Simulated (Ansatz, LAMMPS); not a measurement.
# Ge in place of Sn at several sites of amorphous SnO2 (108 atoms), part 2 of 3

Aim: make Ge in place of Sn at several sites of amorphous SnO2 (108 atoms), relax each, and compare their energies.

Ansatz 0.2.0; Kohn-Sham DFT, PBE, PAW (set soft_1), plane waves.

The cell: 36 Sn and 72 O. The quench rate of 50 K/ps is many orders above laboratory rates. The network of bonds at the start is that of the classical potential that made the cell. Only the Γ point is sampled, in a cell whose shortest periodic width is 11 Å.

So far. Step 2 (Single point at the start): The r.m.s. force at the start is 0.50 eV/Å. Step 3 (Relaxation): The relaxation converged after 12 steps, 4.25 eV below its start, with a largest force component of 0.026 eV/Å.

### 4. Single point at the relaxed geometry

One more single point at the end of the walk gives the fuller output and checks the residual forces.

File input.yaml:

```yaml
crystal:
  lattice:
    - [11.3429, 0.0, 0.0]
    - [0.0, 11.3429, 0.0]
    - [0.0, 0.0, 11.3429]
  atoms:
    - { symbol: Sn, position: [0.84431, 0.47934, 0.22901] }
    - { symbol: Sn, position: [0.9668, 0.16699, 0.51885] }
    - { symbol: Sn, position: [0.58974, 0.04301, 0.74992] }
    - { symbol: Sn, position: [0.75732, 0.64718, 0.01812] }
    - { symbol: Sn, position: [0.96261, 0.81967, 0.86961] }
    - { symbol: Sn, position: [0.64038, 0.78631, 0.24259] }
    [... 96 atom lines left out ...]
    - { symbol: O, position: [0.46699, 0.10274, 0.3729] }
    - { symbol: O, position: [0.04369, 0.42529, 0.96457] }
    - { symbol: O, position: [0.5899, 0.77107, 0.41361] }
    - { symbol: O, position: [0.44654, 0.12169, 0.79762] }
    - { symbol: O, position: [0.82273, 0.81359, 0.99878] }
    - { symbol: O, position: [0.87658, 0.7982, 0.71511] }
kpoints:
  mp_grid: { grid: [1, 1, 1] }
hamiltonian:
  xc: pbe
  pseudopotentials: { kind: paw, azcp: { folder: soft_1 } }
scf:
  occupations: { method: fixed }
output:
  forces: true
  stress: true
  populations: true
  dos:
    method: { smearing: { sigma: 0.1 } }
    de: 0.1
    projected: { site_lists: { O: [O], Sn: [Sn] } }
  eigenvalues: true
  write_density: true
  write_potential: true
  volumetric_format: npy
```

Launch:

```console
> ansatz run input.yaml --threads 4 --pin off --max-ram 15872MiB --backend cpu --events-out ev --progress --plain --runs-dir out
```

Numbers of over 12 decimals in the logs are rounded to 6 here.

What it wrote:

```text
[...]
Crystal: 108 atoms, lattice volume = 1459.393 Å³
Basis set: ecut = 420 eV, 28425 PW (Γ), exchange–correlation on 160×160×160 points (8 copies of the dense FFT grid, shifted against one another)
Bands: 576, of which v1, the nominal top of the filled ones, is band 468 counted from 1 (467 counted from 0)
Symmetry: 1 space group operations
[...]
k-points: 1
[...]
SCF iter   1: F=—  HF=-257715.506833 eV  |F-HF|=—  |Δ(HF+E_count)|=         —  Δρ=7.24e-2  dr2=6.47e1  ethr=3.10e-3  ⟨swp⟩=4.0  Hψ=2184  notcnv=0  defer=103
[...]
SCF iter  14: F=-257700.662133 eV  HF=-257700.662133 eV  |F-HF|=2.43e-8  |Δ(HF+E_count)|=   1.58e-7  Δρ=1.90e-6  dr2=5.09e-8  ethr=1.07e-11  ⟨swp⟩=18.0  Hψ=5037  notcnv=0
SCF 1 converged in 14 iterations: F = -257700.662133 eV  dr2 = 5.09e-8
[...]
SCF converged after 14 iterations
Free energy (F): -257700.662133 eV
[...]
Internal energy: -257700.662133 eV  (E = F + TS)
E sigma→0 (E₀):  -257700.662133 eV
Fermi energy:    8.039345 eV
[...]
--- Forces (eV/Å), atoms counted from 1 ---
  atom   1  Sn     0.00417333     0.00663672    -0.00253325
  atom   2  Sn    -0.00123721     0.02432146     0.00050427
  atom   3  Sn     0.00994151     0.00239770     0.00646227
  atom   4  Sn     0.00239641     0.00821270     0.00617881
  atom   5  Sn    -0.00597496    -0.00683119     0.00511155
  atom   6  Sn    -0.00527764    -0.01363951    -0.00657810
  atom   7  Sn     0.00674350    -0.00882577     0.01075421
  atom   8  Sn     0.00271383    -0.01649241    -0.00897621
  atom   9  Sn     0.00820491     0.01702481     0.00116243
  atom  10  Sn    -0.01582896    -0.00124040     0.00284199
  atom  11  Sn    -0.00990192    -0.02401435     0.01355062
  atom  12  Sn    -0.00537908     0.00757959     0.01342796
  atom  13  Sn    -0.01756927    -0.01507378    -0.01085222
  atom  14  Sn     0.00099566     0.00472590     0.00894720
[...]
atom 107  O      0.00252646     0.00089129     0.00850892
  atom 108  O      0.00073712     0.00498236    -0.00203427
  max |Σ_I F_I| component: 7.52e-5 eV/Å
--- Stress (GPa, compression-positive) ---
        0.467193       1.815811      -0.250259
        1.815811       1.733314       0.304132
       -0.250259       0.304132       2.854232
  P = ⅓ Tr σ = 1.6849 GPa (16.849 kbar)
--- Band table (eV) ---
[...]
--- Löwdin populations: 108 sites ---
  site symbol       q [e]
     0     Sn     12.2974
     1     Sn     12.2886
     2     Sn     12.2368
[...]
107      O      6.7921
  spilling = 0.004843 (of n_electrons = 936.000000)
```

The job ended after 24 s (4 threads of Intel Xeon Platinum 8559C (Emerald Rapids), shared host; peak memory 2.4 GiB).

The run gave:

```yaml
free_energy: -257700.6621 eV
free_energy_per_atom: -2386.1172 eV/atom
scf_cycles: 14
pressure: 1.685 GPa
r_m_s_force_component: 0.00686 eV/Å
longest_force: 0.0293 eV/Å
fermi_energy: 8.039 eV
spacing_of_highest_filled_and_lowest_empty_level: 0.3094 eV
spilling_of_the_projection: 0.004843
```

### 5. Ge on a site of Sn, site Sn4

The site has 5 bonded neighbours (O5) at 2.04 Å on average, by cutoffs that count no bonds between two metal atoms or like ions. The change is made in the relaxed cell and the atoms are relaxed again, with spin allowed.

File input.yaml:

```yaml
crystal:
  lattice:
    - [11.3429, 0.0, 0.0]
    - [0.0, 11.3429, 0.0]
    - [0.0, 0.0, 11.3429]
  atoms:
    - { symbol: Sn, position: [0.84431, 0.47934, 0.22901] }
    - { symbol: Sn, position: [0.9668, 0.16699, 0.51885] }
    - { symbol: Sn, position: [0.58974, 0.04301, 0.74992] }
    - { symbol: Ge, position: [0.75732, 0.64718, 0.01812], spin: 0.6 }
    - { symbol: Sn, position: [0.96261, 0.81967, 0.86961] }
    - { symbol: Sn, position: [0.64038, 0.78631, 0.24259] }
    - { symbol: Sn, position: [0.17084, 0.56464, 0.66078] }
    [... atom lines 8 to 108 left out ...]
magnetization:
  spin_polarized: true
kpoints:
  mp_grid: { grid: [1, 1, 1] }
hamiltonian:
  xc: pbe
  pseudopotentials: { kind: paw, azcp: { folder: soft_1 } }
scf:
  occupations: { method: fermi_dirac, width: 0.025 }
  lower_state_search: "off"
output:
  forces: true
  eigenvalues: true
relax:
  f_tol: 0.05
  max_steps: 90
```

What it wrote:

```text
[...]
Crystal: 108 atoms, lattice volume = 1459.393 Å³
Basis set: ecut = 420 eV, 28425 PW (Γ), exchange–correlation on 160×160×160 points (8 copies of the dense FFT grid, shifted against one another)
Bands: 578, of which v1, the nominal top of the filled ones, is band 468 counted from 1 (467 counted from 0)
Symmetry: 1 space group operations
[...]
k-points: 1
[...]
Starting moments: Σ|m| = 3.6 μB on 6 of 108 sites
[...]
SCF iter   1: F=—  HF=-255985.024865 eV  |F-HF|=—  |Δ(HF+E_count)|=         —  Δρ=3.95e-2 (↑3.69e-2 ↓3.95e-2)  dr2=6.51e1  dr2_m=1.82e0  M=0.000 μB ∫|m|=0.869 μB  β_m=0.30  ethr=3.10e-3  ⟨swp⟩=5.0  Hψ=4632  notcnv=0  defer=129
[...]
spin=Collinear: Resta preconditioning applied to the charge; magnetization (m = ρ↑ − ρ↓) channel mixes plain (no charge-response kernel on spin).
SCF iter   2: F=—  HF=-255974.456040 eV  |F-HF|=—  |Δ(HF+E_count)|=    1.06e1  Δρ=2.53e-2 (↑2.36e-2 ↓2.53e-2)  dr2=2.28e1  dr2_m=9.83e-1  M=0.000 μB ∫|m|=0.673 μB  β_m=0.30  ethr=3.10e-3  ⟨swp⟩=3.0  Hψ=1838  notcnv=0  defer=205
[...]
SCF iter   7: F=—  HF=-255970.616236 eV  |F-HF|=—  |Δ(HF+E_count)|=   4.62e-2  Δρ=1.98e-3 (↑1.96e-3 ↓1.98e-3)  dr2=5.02e-3  dr2_m=5.04e-2  M=0.001 μB ∫|m|=0.213 μB  β_m=0.30  ethr=3.29e-6  ⟨swp⟩=2.0  Hψ=2100  notcnv=0  defer=204
[...]
spin-set hold released at iteration 7 (site moments contracting): the magnetisation degrees of freedom join the quasi-Newton model from the next iteration; the mixer history was flushed
SCF iter   8: F=—  HF=-255970.625319 eV  |F-HF|=—  |Δ(HF+E_count)|=   9.08e-3  Δρ=1.49e-3 (↑1.49e-3 ↓1.49e-3)  dr2=3.02e-3  dr2_m=2.88e-2  M=0.001 μB ∫|m|=0.170 μB  β_m=0.65  ethr=5.37e-7  ⟨swp⟩=2.0  Hψ=1616  notcnv=0  defer=204
[...]
SCF iter  12: F=-255970.640933 eV  HF=-255970.640944 eV  |F-HF|=1.08e-5  |Δ(HF+E_count)|=   1.44e-5  Δρ=2.16e-5 (↑2.12e-5 ↓2.16e-5)  dr2=2.49e-5  dr2_m=2.07e-7  M=-0.000 μB ∫|m|=0.001 μB  ethr=6.68e-9  ⟨swp⟩=11.0  Hψ=5908  notcnv=0
WARN: the starting moments were not kept: the SCF closed with an absolute magnetisation of 1.0e-3 μB, where they sum to 3.6 μB in size (6 sites). That is at most 0.1 of that sum. Measured as dr2_m measures the in/out step, that magnetisation stands 6.5e-8 eV from none, [...]
SCF 1 converged in 12 iterations: F = -255970.640933 eV  dr2 = 2.49e-5
[...]
relax step   1: F+E_penalty+E_count = -255970.64093282 eV  Δ(F+E_penalty+E_count) = +0.000e0 eV  max|allowed force component| = 2.690e0 eV/Å  Δτ_max = 0.0000 Å  (12 SCF iters, dr2 threshold 6.25e-5 eV, accepted)
[... from here on, the SCF cycles and remarks between the steps are left out ...]
relax step   2: F+E_penalty+E_count = -255971.38763091 eV  Δ(F+E_penalty+E_count) = -7.467e-1 eV  max|allowed force component| = 1.381e0 eV/Å  Δτ_max = 0.1124 Å  (6 SCF iters, dr2 threshold 1.00e-4 eV, accepted)
relax step   3: F+E_penalty+E_count = -255971.56924124 eV  Δ(F+E_penalty+E_count) = -1.816e-1 eV  max|allowed force component| = 9.432e-1 eV/Å  Δτ_max = 0.1308 Å  (7 SCF iters, dr2 threshold 1.00e-4 eV, accepted)
relax step   4: F+E_penalty+E_count = -255971.64770671 eV  Δ(F+E_penalty+E_count) = -7.847e-2 eV  max|allowed force component| = 2.045e-1 eV/Å  Δτ_max = 0.0442 Å  (6 SCF iters, dr2 threshold 1.00e-4 eV, accepted)
relax step   5: F+E_penalty+E_count = -255971.66606217 eV  Δ(F+E_penalty+E_count) = -1.836e-2 eV  max|allowed force component| = 2.593e-1 eV/Å  Δτ_max = 0.0611 Å  (8 SCF iters, dr2 threshold 2.61e-6 eV, accepted)
relax step   6: F+E_penalty+E_count = -255971.67098518 eV  Δ(F+E_penalty+E_count) = -4.923e-3 eV  max|allowed force component| = 2.629e-1 eV/Å  Δτ_max = 0.0352 Å  (7 SCF iters, dr2 threshold 4.20e-6 eV, accepted)
relax step   7: F+E_penalty+E_count = -255971.62854653 eV  Δ(F+E_penalty+E_count) = +4.244e-2 eV  max|allowed force component| = 4.401e-1 eV/Å  Δτ_max = 0.2000 Å  (8 SCF iters, dr2 threshold 6.91e-5 eV, rejected (line search))
relax step   8: F+E_penalty+E_count = -255971.67917578 eV  Δ(F+E_penalty+E_count) = -8.191e-3 eV  max|allowed force component| = 9.686e-2 eV/Å  Δτ_max = 0.0880 Å  (11 SCF iters, accepted)
relax step   9: F+E_penalty+E_count = -255971.68351224 eV  Δ(F+E_penalty+E_count) = -4.336e-3 eV  max|allowed force component| = 1.002e-1 eV/Å  Δτ_max = 0.0359 Å  (10 SCF iters, accepted)
relax step  10: F+E_penalty+E_count = -255971.70522863 eV  Δ(F+E_penalty+E_count) = -2.172e-2 eV  max|allowed force component| = 1.641e-1 eV/Å  Δτ_max = 0.1500 Å  (11 SCF iters, accepted)
relax step  11: F+E_penalty+E_count = -255971.66029089 eV  Δ(F+E_penalty+E_count) = +4.494e-2 eV  max|allowed force component| = 8.597e-1 eV/Å  Δτ_max = 0.1747 Å  (8 SCF iters, dr2 threshold 2.69e-5 eV, rejected (line search))
relax step  12: F+E_penalty+E_count = -255971.73268387 eV  Δ(F+E_penalty+E_count) = -2.746e-2 eV  max|allowed force component| = 2.045e-1 eV/Å  Δτ_max = 0.0874 Å  (11 SCF iters, accepted)
relax step  13: F+E_penalty+E_count = -255971.76862094 eV  Δ(F+E_penalty+E_count) = -3.594e-2 eV  max|allowed force component| = 1.937e-1 eV/Å  Δτ_max = 0.0974 Å  (6 SCF iters, dr2 threshold 4.18e-5 eV, accepted)
relax step  14: F+E_penalty+E_count = -255971.81796814 eV  Δ(F+E_penalty+E_count) = -4.935e-2 eV  max|allowed force component| = 2.215e-1 eV/Å  Δτ_max = 0.1463 Å  (7 SCF iters, dr2 threshold 3.37e-5 eV, accepted)
relax step  15: F+E_penalty+E_count = -255971.66794362 eV  Δ(F+E_penalty+E_count) = +1.500e-1 eV  max|allowed force component| = 7.803e-1 eV/Å  Δτ_max = 0.1581 Å  (8 SCF iters, dr2 threshold 4.40e-5 eV, rejected (line search))
relax step  16: F+E_penalty+E_count = -255971.84431265 eV  Δ(F+E_penalty+E_count) = -2.634e-2 eV  max|allowed force component| = 9.696e-2 eV/Å  Δτ_max = 0.0770 Å  (12 SCF iters, accepted)
relax step  17: F+E_penalty+E_count = -255971.82802564 eV  Δ(F+E_penalty+E_count) = +1.629e-2 eV  max|allowed force component| = 4.410e-1 eV/Å  Δτ_max = 0.0647 Å  (11 SCF iters, rejected (line search))
relax step  18: F+E_penalty+E_count = -255971.84549281 eV  Δ(F+E_penalty+E_count) = -1.180e-3 eV  max|allowed force component| = 2.360e-1 eV/Å  Δτ_max = 0.0310 Å  (11 SCF iters, accepted)
relax step  19: F+E_penalty+E_count = -255971.83044196 eV  Δ(F+E_penalty+E_count) = +1.505e-2 eV  max|allowed force component| = 6.692e-1 eV/Å  Δτ_max = 0.0500 Å  (7 SCF iters, dr2 threshold 1.07e-5 eV, rejected (line search))
relax step  20: F+E_penalty+E_count = -255971.85041583 eV  Δ(F+E_penalty+E_count) = -4.923e-3 eV  max|allowed force component| = 1.239e-1 eV/Å  Δτ_max = 0.0250 Å  (11 SCF iters, accepted)
relax step  21: F+E_penalty+E_count = -255971.85351981 eV  Δ(F+E_penalty+E_count) = -3.104e-3 eV  max|allowed force component| = 8.895e-2 eV/Å  Δτ_max = 0.0250 Å  (7 SCF iters, dr2 threshold 4.23e-6 eV, accepted)
relax step  22: F+E_penalty+E_count = -255971.85665593 eV  Δ(F+E_penalty+E_count) = -3.136e-3 eV  max|allowed force component| = 2.292e-2 eV/Å  Δτ_max = 0.0149 Å  (9 SCF iters, accepted)
SCF converged after 9 iterations
Magnetization: 0.0000 μB (468.0000 up, 468.0000 down)
Absolute magnetization: 0.0000 μB (∫|ρ↑−ρ↓|, with the PAW one-centre terms)
[...]
Per-site moments (μB) at R_I (Å): [(8.91757918349126e-9, 0.836631), (4.2236782069640214e-10, 0.841524), (-1.8321576369987609e-9, 0.794463), (6.112079823631653e-9, 0.740495), (5.249126894146184e-9, 0.838823), [...]
Free energy (F): -255971.856656 eV
[...]
Internal energy: -255971.855059 eV  (E = F + TS)
E sigma→0 (E₀):  -255971.855858 eV
Entropy (-TS):   -0.001597 eV (-0.015 meV/atom)
Fermi energy:    8.111871 eV
[...]
--- Forces (eV/Å), atoms counted from 1 ---
  atom   1  Sn    -0.00145056    -0.00650367     0.00665030
  atom   2  Sn     0.00044464    -0.00187868     0.00149420
  atom   3  Sn     0.00086632    -0.00181994     0.00029291
  atom   4  Ge     0.02187561     0.00318865     0.00707867
  atom   5  Sn    -0.00952543     0.00498380     0.01207540
  atom   6  Sn    -0.00194170    -0.00487639    -0.00658954
  atom   7  Sn     0.00256736    -0.00518509    -0.00720209
  atom   8  Sn     0.00184317    -0.00632636    -0.00409423
  atom   9  Sn    -0.00510099     0.00041544     0.00022473
  atom  10  Sn    -0.00280581    -0.00229875     0.00308003
  atom  11  Sn    -0.00257497     0.00140846     0.00114001
  atom  12  Sn     0.00174246    -0.00155710    -0.00170117
  atom  13  Sn     0.00078634     0.00186063    -0.00209474
  atom  14  Sn    -0.00012288    -0.00428276     0.00071348
[...]
atom 107  O     -0.01184836    -0.00137522    -0.00516457
  atom 108  O      0.00391874     0.00005928     0.00000214
  max |Σ_I F_I| component: 1.62e-4 eV/Å
--- Band table (eV) ---
[...]
--- Relaxed structure (22 steps of the walk, 17 accepted, 0 SCFs on fresh bases) ---
  F+E_penalty+E_count = -255971.85665593 eV   max|allowed force component| = 2.292e-2 eV/Å
  atoms:
    - { symbol: Sn, position: [0.839207, 0.483702, 0.226639] }
    - { symbol: Sn, position: [0.946680, 0.150303, 0.521079] }
    - { symbol: Sn, position: [0.592083, 0.041293, 0.745904] }
    - { symbol: Ge, position: [0.756666, 0.649336, 0.021817] }
[...]
- { symbol: O, position: [0.877313, 0.799465, 0.722623] }
```

Run time: 10 min. Hardware: 4 threads; peak memory 4.1 GiB.

The program notes that starting moments were not kept.

The relaxation converged after 22 steps, 1.22 eV below its start, with a largest force component of 0.023 eV/Å.

Local excerpt of 10 atoms (numbers count through the whole input) about the Ge atom, after relaxation; x, y, z are measured from there.

| atom | x | y | z | distance (Å) | bonds |
| --- | --- | --- | --- | --- | --- |
| Ge4 | 0.00 | 0.00 | 0.00 | 0.00 | 5 |
| O40 | -0.39 | 0.01 | -1.75 | 1.80 | 3 |
| O99 | -1.50 | 0.59 | 0.81 | 1.80 | 2 |
| O107 | 0.79 | 1.72 | -0.21 | 1.90 | 3 |
| O95 | -0.30 | -1.85 | 0.39 | 1.91 | 3 |
| O50 | 1.67 | -0.52 | 0.96 | 1.99 | 3 |
| O51 | 2.52 | -0.17 | -1.84 | 3.13 | 3 |
| Sn1 | 0.94 | -1.88 | 2.32 | 3.13 | 6 |
| O78 | -0.39 | -0.48 | 3.13 | 3.19 | 3 |
| Sn6 | -1.23 | 1.54 | 2.54 | 3.22 | 5 |

The column of bonds counts only the pairs O-Sn within 2.68 Å, O-Ge within 2.27 Å; other neighbours, such as metal atoms beside each other in a compound, aren't counted, and periodic images can show an atom twice.

The largest move is 0.64 Å, by O77.

### 6. Ge on a site of Sn, site Sn11

The site has 7 bonded neighbours (O7) at 2.19 Å on average. 

Input and log are left out; they have the form of those shown for this kind of step.

Wall time 7.2 min (4 threads of Intel Xeon Platinum 8559C (Emerald Rapids), shared host); peak memory 4.1 GiB; 28 min of CPU time.

The relaxation converged after 15 steps, 0.879 eV below its start, with a largest force component of 0.042 eV/Å.

A closer look about the Ge atom, after relaxation: 11 atoms, nearest first, numbered in the order of the input, with positions taken from that point.

| atom | x | y | z | distance (Å) | bonds |
| --- | --- | --- | --- | --- | --- |
| Ge11 | 0.00 | 0.00 | 0.00 | 0.00 | 5 |
| O44 | 0.51 | 1.65 | -0.46 | 1.79 | 2 |
| O66 | -0.47 | -1.69 | 0.76 | 1.91 | 3 |
| O81 | 0.86 | -1.04 | -1.41 | 1.95 | 4 |
| O96 | -1.50 | -0.30 | -1.22 | 1.96 | 3 |
| O52 | 1.81 | -0.42 | 0.86 | 2.05 | 3 |
| O54 | -1.85 | 0.88 | 1.00 | 2.27 | 2 |
| Sn33 | -1.07 | -2.43 | -1.15 | 2.90 | 7 |
| Sn2 | 2.67 | -1.62 | -0.64 | 3.18 | 5 |
| O64 | 1.15 | 1.63 | 2.55 | 3.24 | 2 |
| Sn31 | -3.14 | 0.87 | -0.71 | 3.33 | 6 |

The column of bonds counts only the pairs O-Sn within 2.68 Å, O-Ge within 2.17 Å; other neighbours, such as metal atoms beside each other in a compound, aren't counted, and periodic images can show an atom twice.

The largest move is 0.46 Å, by Ge11.

### 7. Ge on a site of Sn, site Sn21

The site has 6 bonded neighbours (O6) at 2.10 Å on average. 

Input and log are left out; they have the form of those shown for this kind of step.

Elapsed: 5.9 min, on 4 threads of Intel Xeon Platinum 8559C (Emerald Rapids), shared host; peak memory 4.1 GiB; 23 min of CPU time.

The relaxation converged after 13 steps, 1.18 eV below its start, with a largest force component of 0.042 eV/Å.

A closer look about the Ge atom, after relaxation: 10 atoms, nearest first, numbered in the order of the input, with positions taken from that point.

| atom | x | y | z | distance (Å) | bonds |
| --- | --- | --- | --- | --- | --- |
| Ge21 | 0.00 | 0.00 | 0.00 | 0.00 | 5 |
| O103 | -1.13 | 0.21 | 1.31 | 1.74 | 2 |
| O98 | 1.62 | 0.06 | 0.79 | 1.81 | 3 |
| O67 | -0.45 | -0.16 | -1.78 | 1.84 | 3 |
| O79 | 0.07 | -1.98 | -0.24 | 2.00 | 3 |
| O37 | -0.27 | 1.99 | -0.33 | 2.03 | 3 |
| O85 | 2.18 | 1.30 | -1.61 | 3.00 | 3 |
| O89 | -2.71 | -1.48 | -0.28 | 3.10 | 3 |
| Sn17 | -1.42 | -2.03 | -1.87 | 3.11 | 6 |
| Sn33 | 1.60 | 0.24 | 2.87 | 3.30 | 6 |

The column of bonds counts only the pairs O-Sn within 2.73 Å, O-Ge within 2.27 Å; other neighbours, such as metal atoms beside each other in a compound, aren't counted, and periodic images can show an atom twice.

The largest move is 0.71 Å, by O103.

### 8. Ge on a site of Sn, site Sn30

The site has 5 bonded neighbours (O5) at 2.07 Å on average. 

Input and log are left out; they have the form of those shown for this kind of step.

It took 7.4 min on 4 threads of Intel Xeon Platinum 8559C (Emerald Rapids), shared host; peak memory 4.1 GiB; 29 min of CPU time.

The relaxation converged after 15 steps, 1.11 eV below its start, with a largest force component of 0.021 eV/Å.

A closer look about the Ge atom, after relaxation: 15 atoms, nearest first, numbered in the order of the input, with positions taken from that point.

| atom | x | y | z | distance (Å) | bonds |
| --- | --- | --- | --- | --- | --- |
| Ge30 | 0.00 | 0.00 | 0.00 | 0.00 | 4 |
| O63 | 0.23 | -0.82 | 1.52 | 1.75 | 2 |
| O92 | -1.05 | -0.48 | -1.31 | 1.75 | 2 |
| O43 | -1.03 | 1.42 | 0.56 | 1.84 | 3 |
| O105 | 1.69 | 0.06 | -0.82 | 1.88 | 3 |
| O83 | 1.09 | -2.60 | -0.56 | 2.87 | 2 |
| Sn22 | 2.89 | -1.78 | -0.24 | 3.40 | 6 |
| O82 | 1.04 | 3.06 | 1.12 | 3.42 | 3 |
| O75 | -2.43 | -0.38 | 2.41 | 3.44 | 2 |
| Sn32 | 1.54 | -0.52 | 3.05 | 3.46 | 5 |
| Sn29 | -2.43 | 0.50 | -2.42 | 3.46 | 5 |
| O68 | 2.94 | -1.09 | 1.65 | 3.54 | 3 |
| Sn23 | -0.79 | 3.49 | 0.24 | 3.58 | 6 |
| Sn35 | -2.90 | 1.49 | 1.63 | 3.65 | 6 |
| Sn6 | 2.40 | 0.23 | -2.75 | 3.66 | 5 |

The column of bonds counts only the pairs O-Sn within 2.68 Å, O-Ge within 2.27 Å; other neighbours, such as metal atoms beside each other in a compound, aren't counted, and periodic images can show an atom twice.

The largest move is 0.51 Å, by O63.

### 9. Ge on a site of Sn, site Sn36

The site has 6 bonded neighbours (O6) at 2.14 Å on average. 

Input and log are left out; they have the form of those shown for this kind of step.

Elapsed: 5.7 min, on 4 threads of Intel Xeon Platinum 8559C (Emerald Rapids), shared host; peak memory 4.1 GiB.

The relaxation converged after 12 steps, 1.13 eV below its start, with a largest force component of 0.043 eV/Å.

[end of part 2 of 3]

[Logs are printed without paths, hosts, clocks, repeated set-up lines and the standing remarks that a program may print on its own settings, such as how far it seeks lower states.]

[Hosts, paths, dates, database ids (printed as entryN), source tags and the programs' standing remarks are cut or masked in the printed files.]
